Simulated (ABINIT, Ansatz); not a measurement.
# Lattice dynamics of Rhodium (Fm-3m) in two programs, part 2 of 4

Aim: the phonon dispersion of Rhodium (Fm-3m), checked by a second program.

ABINIT 10.8.3; DFT PBE, scalar-relativistic, plane waves, PseudoDojo norm-conserving pseudopotentials.

So far. Step 3 (Relaxation): The volume changes by +3.0 % in this run and stands +3.0 % from the first cell. Step 4 (Self-consistent run for the response): The cell stands at -1.2 GPa: the relaxation ran with a smoothed and higher cutoff, and the difference is a stress of the finite basis. The relaxed cell has a = 3.833 Å (conventional setting).

The database entry behind the starting cell differs from later determinations by our own check (an axis about 0.2 % short against later determinations), so it need not match the best structure at ambient conditions.

**5. Zone-centre response**

At q = 0 one unit cell holds all displacements. The response is solved for single atoms along the cell's directions, and symmetry skips those that follow from others. The crystal is treated as a metal, which screens a static field, so no field response is asked.

Input file dfpt_gamma.abi:

```

# common to the responses
getwfk_filepath "gso_WFK"
kptopt 2
nqpt 1
qpt 0.0 0.0 0.0
asr 0
chneut 0

# displacements
rfphon 1
rfatpol 1 1
rfdir 1 1 1
tolvrs 1.0d-10
prtwf 0
prtpot 1

# basis, mesh and filling
ecut 40.0
ngkpt 12 12 12
nshiftk 1
shiftk 0.0 0.0 0.0
istwfk *1
occopt 7
tsmear 0.01
nband 15
nstep 100
diemac 1000000.0
prtebands 0
prtgsr 0

# cell and atoms
acell 5.12226066 5.12226066 5.12226066
rprim 
    0.0 0.7071067812 0.7071067812
    0.7071067812 0.0 0.7071067812
    0.7071067812 0.7071067812 0.0
ntypat 1
znucl 45
natom 1
typat 1
xred 
    0.0 0.0 0.0
pp_dirpath "./pseudo"
pseudos "Rh.upf"
```

Run with:

```sh
> OMP_NUM_THREADS=1 mpirun -n 8 abinit dfpt_gamma.abi > dfpt_gamma.log
```

Numbers of over 12 decimals in the logs are rounded to 6 here.

dfpt_gamma.abo, the main output file:

```text
[banners, grids, parts of the stress and lines that vanish by symmetry left out]
- input  file    -> dfpt_gamma.abi
- output file    -> dfpt_gamma.abo
- root for input  files -> dfpt_gammai
- root for output files -> dfpt_gammao

 Symmetries : space group Fm -3 m (#225); Bravais cF (face-center cubic)
================================================================================
 Values of the parameters that define the memory need of the present run (RF).
     intxc =       0      iscf =       7    lmnmax =       6     lnmax =       6
     mgfft =      30  mpssoang =       3    mqgrid =    3001     natom =       1
  nloc_mem =       1    nspden =       1   nspinor =       1    nsppol =       1
      nsym =      48    n1xccc =    2501    ntypat =       1    occopt =       7
   xclevel =       2
-    mband =          15        mffmem =           1         mkmem =         109
-   mkqmem =         109        mk1mem =         109           mpw =        1174
      nfft =       27000          nkpt =         868
- my_mband =          15
================================================================================
================================================================================

--------------------------------------------------------------------------------
------------- Echo of variables that govern the present computation ------------
--------------------------------------------------------------------------------
-
- outvars: echo of selected default values
-   iomode0 =  0 , fftalg0 =312 , wfoptalg0 =  0
-
- outvars: echo of global parameters not present in the input file
-  max_nthreads =    1
-
 -outvars: echo values of preprocessed input variables --------
            acell      5.1222606600E+00  5.1222606600E+00  5.1222606600E+00 Bohr
              amu      1.02905500E+02
              asr           0
           chneut           0
             ecut      4.00000000E+01 Hartree
-          fftalg         312
           istwfk        1    0    0    0    0    0    1    0    0    0
                         0    0    0    0    0    0    0    0    0    0
                         0    0    0    0    0    0    0    0    0    0
                         0    0    0    0    0    0    0    0    0    0
                         0    0    0    0    0    0    0    0    0    0
                       outvar_i_n : Printing only first  50 k-points.
              ixc     -101130
              kpt      0.00000000E+00  0.00000000E+00  0.00000000E+00
                       8.33333333E-02  0.00000000E+00  0.00000000E+00
                       1.66666667E-01  0.00000000E+00  0.00000000E+00
                       2.50000000E-01  0.00000000E+00  0.00000000E+00
                       [...]
                       outvar_i_n : Printing only first  50 k-points.
           kptopt           2
         kptrlatt       12    0    0      0   12    0      0    0   12
          kptrlen      6.14671279E+01
P           mkmem         109
P          mkqmem         109
P          mk1mem         109
            natom           1
            nband          15
           nbdbuf           2
            ngfft          30      30      30
             nkpt         868
             nqpt           1
            nstep         100
             nsym          48
           ntypat           1
              occ      2.000000  2.000000  2.000000  2.000000  2.000000  2.000000
                       2.000000  2.000000  1.000000  0.000000  0.000000  0.000000
                       0.000000  0.000000  0.000000
                       2.000000  2.000000  2.000000  2.000000  2.000000  2.000000
                       [...]
                       prtocc : prtvol=0, do not print more k-points.
           occopt           7
        optdriver           1
        prtebands           0
           prtgsr           0
           prtpot           1
            prtwf           0
           rfphon           1
            rprim      0.0000000000E+00  7.0710678120E-01  7.0710678120E-01
                       7.0710678120E-01  0.0000000000E+00  7.0710678120E-01
                       7.0710678120E-01  7.0710678120E-01  0.0000000000E+00
          spgroup         225
           symrel      1  0  0   0  1  0   0  0  1      -1  0  0   0 -1  0   0  0 -1
                       0 -1  1   0 -1  0   1 -1  0       0  1 -1   0  1  0  -1  1  0
                      -1  0  0  -1  0  1  -1  1  0       1  0  0   1  0 -1   1 -1  0
                       0  1 -1   1  0 -1   0  0 -1       0 -1  1  -1  0  1   0  0  1
                       [...]
           tolvrs      1.00000000E-10
            typat      1
              wtk        0.00058    0.00116    0.00116    0.00116    0.00116    0.00116
                         0.00058    0.00116    0.00116    0.00116    0.00116    0.00116
                         0.00116    0.00116    0.00116    0.00116    0.00116    0.00116
                         0.00116    0.00116    0.00116    0.00116    0.00116    0.00116
                       [...]
                       outvars : Printing only first  50 k-points.
            znucl       45.00000

================================================================================

 chkinp: Checking input parameters for consistency.

================================================================================
== DATASET  1 ==================================================================
-   mpi_nproc: 8, omp_nthreads: 1 (-1 if OMP is not activated)

--- !DatasetInfo
iteration_state: {dtset: 1, }
dimensions: {natom: 1, nkpt: 868, mband: 15, nsppol: 1, nspinor: 1, nspden: 1, mpw: 1174, }
cutoff_energies: {ecut:  40.0, pawecutdg:  -1.0, }
electrons: {nelect:   1.70000000E+01, charge:   0.00000000E+00, occopt:   7.00000000E+00, tsmear:   1.00000000E-02, }
meta: {optdriver: 1, rfphon: 1, }
...

 mkfilename: getwfk from: gso_WFK

 Real(R)+Recip(G) space primitive vectors, cartesian coordinates (Bohr,Bohr^-1):
 R(1)=  0.0000000  3.6219852  3.6219852  G(1)= -0.1380458  0.1380458  0.1380458
 R(2)=  3.6219852  0.0000000  3.6219852  G(2)=  0.1380458 -0.1380458  0.1380458
 R(3)=  3.6219852  3.6219852  0.0000000  G(3)=  0.1380458  0.1380458 -0.1380458
 Unit cell volume ucvol=  9.5032035E+01 bohr^3
 Angles (23,13,12)=  6.00000000E+01  6.00000000E+01  6.00000000E+01 degrees
 setup1 : take into account q-point for computing boxcut.

 getcut: wavevector=  0.0000  0.0000  0.0000  ngfft=  30  30  30
         ecut(hartree)=     40.000   => boxcut(ratio)=   2.05943

--- Pseudopotential description ------------------------------------------------
- pspini: atom type   1  psp file is ./pseudo/Rh.upf

   3.63592509E+02                                ecore*ucvol(ha*bohr**3)
--------------------------------------------------------------------------------

 ==>  initialize data related to q vector <==

 The list of irreducible perturbations for this q vector is:
    1)    idir= 1    ipert=   1

================================================================================

 The perturbation idir=   2  ipert=   1 is
 symmetric of a previously calculated perturbation.
 So, its SCF calculation is not needed.

 The perturbation idir=   3  ipert=   1 is
 symmetric of a previously calculated perturbation.
 So, its SCF calculation is not needed.

--------------------------------------------------------------------------------
 Perturbation wavevector (in red.coord.)   0.000000  0.000000  0.000000
 Perturbation : displacement of atom   1   along direction   1
 Found     4 symmetries that leave the perturbation invariant.
 symkpt : the number of k-points, thanks to the symmetries,
 is reduced to   280 .

--------------------------------------------------------------------------------

--------------------------------------------------------------------------------

 dfpt_looppert : total number of electrons, from k and k+q
  fully or partially occupied states are    1.700000E+01 and    1.700000E+01.
 Initialisation of the first-order wave-functions :
  ireadwf=   0

--- !BeginCycle
iteration_state: {dtset: 1, }
solver: {iscf: 7, nstep: 100, nline: 4, wfoptalg: 0, }
tolerances: {tolvrs: 1.00E-10, }
...

     iter   2DEtotal(Ha)        deltaE(Ha) residm    vres2
-ETOT  1  0.939973     -3.823E+03 1.572E+01 6.656E+02
 ETOT  2  1.70779467389366E-02 -9.229E-01 1.782E-01 2.785E+01
 ETOT  3  3.86128067475511E-03 -1.322E-02 1.609E-03 1.102E+00
 ETOT  4  3.35420196961422E-03 -5.071E-04 2.176E-04 6.653E-03
 ETOT  5  3.35017703901030E-03 -4.025E-06 7.901E-06 5.766E-05
 ETOT  6  3.35017739962495E-03  3.606E-10 9.780E-07 3.726E-05
 ETOT  7  3.35015858127008E-03 -1.882E-08 3.763E-08 5.882E-07
 ETOT  8  3.35015827749885E-03 -3.038E-10 4.604E-09 5.670E-10
 ETOT  9  3.35015826976814E-03 -7.731E-12 1.688E-10 2.826E-11

 At SCF step    9       vres2   =  2.83E-11 < tolvrs=  1.00E-10 =>converged.
================================================================================

 ----iterations are completed or convergence reached----

 Mean square residual over all n,k,spin=   52.605E-15; max=  16.880E-11

 Thirteen components of 2nd-order total energy (hartree) are
 1,2,3: 0th-order hamiltonian combined with 1st-order wavefunctions
     kin0=   3.72907537E+03 eigvalue=   1.80105316E+01  local=  -2.36376397E+03
 4,5,6: 1st-order hamiltonian combined with 1st and 0th-order wfs
 loc psp =  -3.91463430E+03  Hartree=   1.00296427E+03     xc=  -2.03684596E+02
 note that "loc psp" includes a xc core correction that could be resolved
 7,8,9: eventually, occupation + non-local contributions
    edocc=   2.95387953E+02     enl0=   1.34559461E+03   enl1=  -3.73253402E+03
 1-9 gives the relaxation energy (to be shifted if some occ is /=2.0)
   erelax=  -3.82358416E+03
 10,11,12 Non-relaxation  contributions : frozen-wavefunctions and Ewald
 fr.local=   2.02094515E+03 fr.nonlo=   1.86627334E+03  Ewald=   0.00000000E+00
 13,14 Frozen wf xc core corrections (1) and (2)
 frxc 1  =  -4.07527648E+02  frxc 2 =   3.43896664E+02
 Resulting in :
 2DEtotal=    0.3350158269E-02 Ha. Also 2DEtotal=    0.911624506515E-01 eV
    (2DErelax=   -3.8235841565E+03 Ha. 2DEnonrelax=    3.8235875067E+03 Ha)
    (  non-var. 2DEtotal :    3.3500969525E-03 Ha)

================================================================================

 ---- first-order wavefunction calculations are completed ----

 ==> Compute Derivative Database <==

  2nd-order matrix (non-cartesian coordinates, masses not included,
   asr not included )
     j1       j2             matrix element
  dir pert dir pert     real part     imaginary part

   1    1   1    1         0.0033500834         0.0000000000
   1    1   2    1         0.0016750417         0.0000000000
   1    1   3    1         0.0016750417         0.0000000000
   1    1   2    3         0.0000000000         0.0000000000
   1    1   3    3         0.0000000000         0.0000000000

   2    1   1    1         0.0016750417         0.0000000000
   2    1   2    1         0.0033500834         0.0000000000
   2    1   3    1         0.0016750417         0.0000000000
   2    1   1    3         0.0000000000         0.0000000000
   2    1   3    3         0.0000000000         0.0000000000

   3    1   1    1         0.0016750417         0.0000000000
   3    1   2    1         0.0016750417         0.0000000000
   3    1   3    1         0.0033500834         0.0000000000
   3    1   1    3         0.0000000000         0.0000000000
   3    1   2    3         0.0000000000         0.0000000000

   1    3   2    1         0.0000000000         0.0000000000
   1    3   3    1         0.0000000000         0.0000000000

   2    3   1    1         0.0000000000         0.0000000000
   2    3   3    1         0.0000000000         0.0000000000

   3    3   1    1         0.0000000000         0.0000000000
   3    3   2    1         0.0000000000         0.0000000000

  Dynamical matrix, in cartesian coordinates,
   if specified in the inputs, asr has been imposed
     j1       j2             matrix element
  dir pert dir pert     real part    imaginary part

   1    1   1    1         0.0001276828         0.0000000000
   1    1   2    1        -0.0000000000         0.0000000000
   1    1   3    1        -0.0000000000         0.0000000000

   2    1   1    1        -0.0000000000         0.0000000000
   2    1   2    1         0.0001276828         0.0000000000
   2    1   3    1        -0.0000000000         0.0000000000

   3    1   1    1        -0.0000000000         0.0000000000
   3    1   2    1        -0.0000000000         0.0000000000
   3    1   3    1         0.0001276828         0.0000000000

  Phonon wavevector (reduced coordinates) :  0.00000  0.00000  0.00000
 Phonon energies in Hartree :
   2.608956E-05  2.608956E-05  2.608956E-05
 Phonon frequencies in cm-1    :
-  5.725997E+00  5.725997E+00  5.725997E+00

== END DATASET(S) ==============================================================
================================================================================

 -outvars: echo values of variables after computation
            acell      5.1222606600E+00  5.1222606600E+00  5.1222606600E+00 Bohr
           etotal      3.3501582698E-03
            fcart      0.0000000000E+00  0.0000000000E+00  0.0000000000E+00
           strten      0.0000000000E+00  0.0000000000E+00  0.0000000000E+00
================================================================================
```

It took 26 s on 8 MPI ranks of Arm Neoverse V1, shared host; 3.5 min of CPU time.

With one atom there are acoustic modes alone, which should vanish; they come out at 5.73 cm⁻¹ in size, the error that the sum rule removes later.

**6. Linear response on the mesh**

Linear response treats each wavevector of the 4×4×4 mesh in the unit cell; the first-order potentials are kept for the electron-phonon matrix elements.

Input file dfpt_q.abi:

```
ndtset 7

# wavevectors
qpt1 0.25 0.0 0.0
qpt2 0.5 0.0 0.0
qpt3 0.25 0.25 0.0
qpt4 0.5 0.25 0.0
qpt5 -0.25 0.25 0.0
qpt6 0.5 0.5 0.0
qpt7 -0.25 0.5 0.25

# displacements
getwfk_filepath "gso_WFK"
getwfq_filepath "gso_WFK"
kptopt 3
nqpt 1
rfphon 1
rfatpol 1 1
rfdir 1 1 1
tolvrs 1.0d-10
prtwf 0
prtpot 1

# basis, mesh and filling
ecut 40.0
ngkpt 12 12 12
nshiftk 1
shiftk 0.0 0.0 0.0
istwfk *1
occopt 7
tsmear 0.01
nband 15
nstep 100
diemac 1000000.0
prtebands 0
prtgsr 0

# cell and atoms
acell 5.12226066 5.12226066 5.12226066
rprim 
    0.0 0.7071067812 0.7071067812
    0.7071067812 0.0 0.7071067812
    0.7071067812 0.7071067812 0.0
ntypat 1
znucl 45
natom 1
typat 1
xred 
    0.0 0.0 0.0
pp_dirpath "./pseudo"
pseudos "Rh.upf"
```

Run with:

```sh
> OMP_NUM_THREADS=1 mpirun -n 8 abinit dfpt_q.abi > dfpt_q.log
```

dfpt_q.abo, the main output file:

```text
[banners, grids, parts of the stress and lines that vanish by symmetry left out]
- input  file    -> dfpt_q.abi
- output file    -> dfpt_q.abo
- root for input  files -> dfpt_qi
[...]
DATASET    1 : space group Fm -3 m (#225); Bravais cF (face-center cubic)
[...]
nfft =       27000          nkpt =        1728
[...]
DATASET    2 : space group Fm -3 m (#225); Bravais cF (face-center cubic)
[...]
nfft =       27000          nkpt =        1728
[...]
DATASET    3 : space group Fm -3 m (#225); Bravais cF (face-center cubic)
[...]
nfft =       27000          nkpt =        1728
[...]
DATASET    4 : space group Fm -3 m (#225); Bravais cF (face-center cubic)
[...]
nfft =       27000          nkpt =        1728
[...]
DATASET    5 : space group Fm -3 m (#225); Bravais cF (face-center cubic)
[...]
nfft =       27000          nkpt =        1728
[...]
DATASET    6 : space group Fm -3 m (#225); Bravais cF (face-center cubic)
[...]
nfft =       27000          nkpt =        1728
[...]
DATASET    7 : space group Fm -3 m (#225); Bravais cF (face-center cubic)
[...]
nfft =       27000          nkpt =        1728
[...]
== DATASET  1 ==================================================================
[...]
cutoff_energies: {ecut:  40.0, pawecutdg:  -1.0, }
[...]
Perturbation : displacement of atom   1   along direction   1
[...]
-ETOT  1   3.667938     -4.465E+03 1.655E+01 1.106E+03
 ETOT  2   6.776284      3.108E+00 5.758E-02 8.527E+04
 ETOT  3   3.716185     -3.060E+00 1.377E-03 1.935E+04
 ETOT  4   2.796987     -9.192E-01 4.200E-04 3.128E+02
 ETOT  5   2.781594     -1.539E-02 4.926E-06 4.096E+00
[...]
At SCF step   14       vres2   =  1.30E-12 < tolvrs=  1.00E-10 =>converged.
[...]
Perturbation : displacement of atom   1   along direction   2
[...]
-ETOT  1   1.875699     -3.845E+03 1.601E+01 7.196E+02
[...]
At SCF step   14       vres2   =  1.05E-14 < tolvrs=  1.00E-10 =>converged.
[...]
Phonon wavevector (reduced coordinates) :  0.25000  0.00000  0.00000
 Phonon energies in Hartree :
[...]
Phonon frequencies in cm-1    :
-  9.554434E+01  9.554434E+01  1.904249E+02
[...]
== DATASET  2 ==================================================================
[...]
cutoff_energies: {ecut:  40.0, pawecutdg:  -1.0, }
[...]
- 45.00000  17.00000  171031                  znucl, zion, pspdat
[...]
Perturbation : displacement of atom   1   along direction   1
[...]
-ETOT  1   4.326399     -4.122E+03 1.650E+01 2.119E+02
[...]
At SCF step   12       vres2   =  1.11E-11 < tolvrs=  1.00E-10 =>converged.
[...]
Perturbation : displacement of atom   1   along direction   2
[...]
-ETOT  1   4.623951     -4.216E+03 1.640E+01 1.010E+02
[...]
ETOT 10   3.869336      4.093E-11 1.024E-14 5.098E-09
 ETOT 11   3.869336     -2.910E-11 3.176E-16 8.564E-11
 At SCF step   11       vres2   =  8.56E-11 < tolvrs=  1.00E-10 =>converged.
[...]
Phonon wavevector (reduced coordinates) : -0.25000  0.50000  0.25000
 Phonon energies in Hartree :
[...]
Phonon frequencies in cm-1    :
-  1.772642E+02  1.946019E+02  1.946019E+02
[...]
fcart7     0.0000000000E+00  0.0000000000E+00  0.0000000000E+00
       
================================================================================
```

Elapsed: 30 min, on 8 MPI ranks; 4 h of CPU time.

This step gave:

```yaml
lowest_mode_on_the_q_mesh_acoustic_ones_at_the_zone_centre_apart: 95.54 cm⁻¹
```

Frequencies (cm⁻¹) before the sum rule at the irreducible wavevectors but Γ, which is solved apart; negative means imaginary. Frequencies by wavevector:

```tsv
q (fractions)	star	mode 1	mode 2	mode 3
0.25 0 0	8	95.54	95.54	190.4
0.5 0 0	4	133.7	133.7	233
0.25 0.25 0	6	130.1	130.1	199.6
0.5 0.25 0	24	157	171	217.3
-0.25 0.25 0	12	134.9	162.8	215.5
0.5 0.5 0	3	178.2	178.2	224.1
-0.25 0.5 0.25	6	177.3	194.6	194.6
```

[end of part 2 of 4]

[Host names and launcher messages were left out of these logs when they were recorded.]

[Logs are printed without paths, hosts, clocks, repeated set-up lines and the standing remarks that a program may print on its own settings, such as how far it seeks lower states.]

[Hosts, paths, dates, database ids (printed as entryN), source tags and the programs' standing remarks are cut or masked in the printed files.]
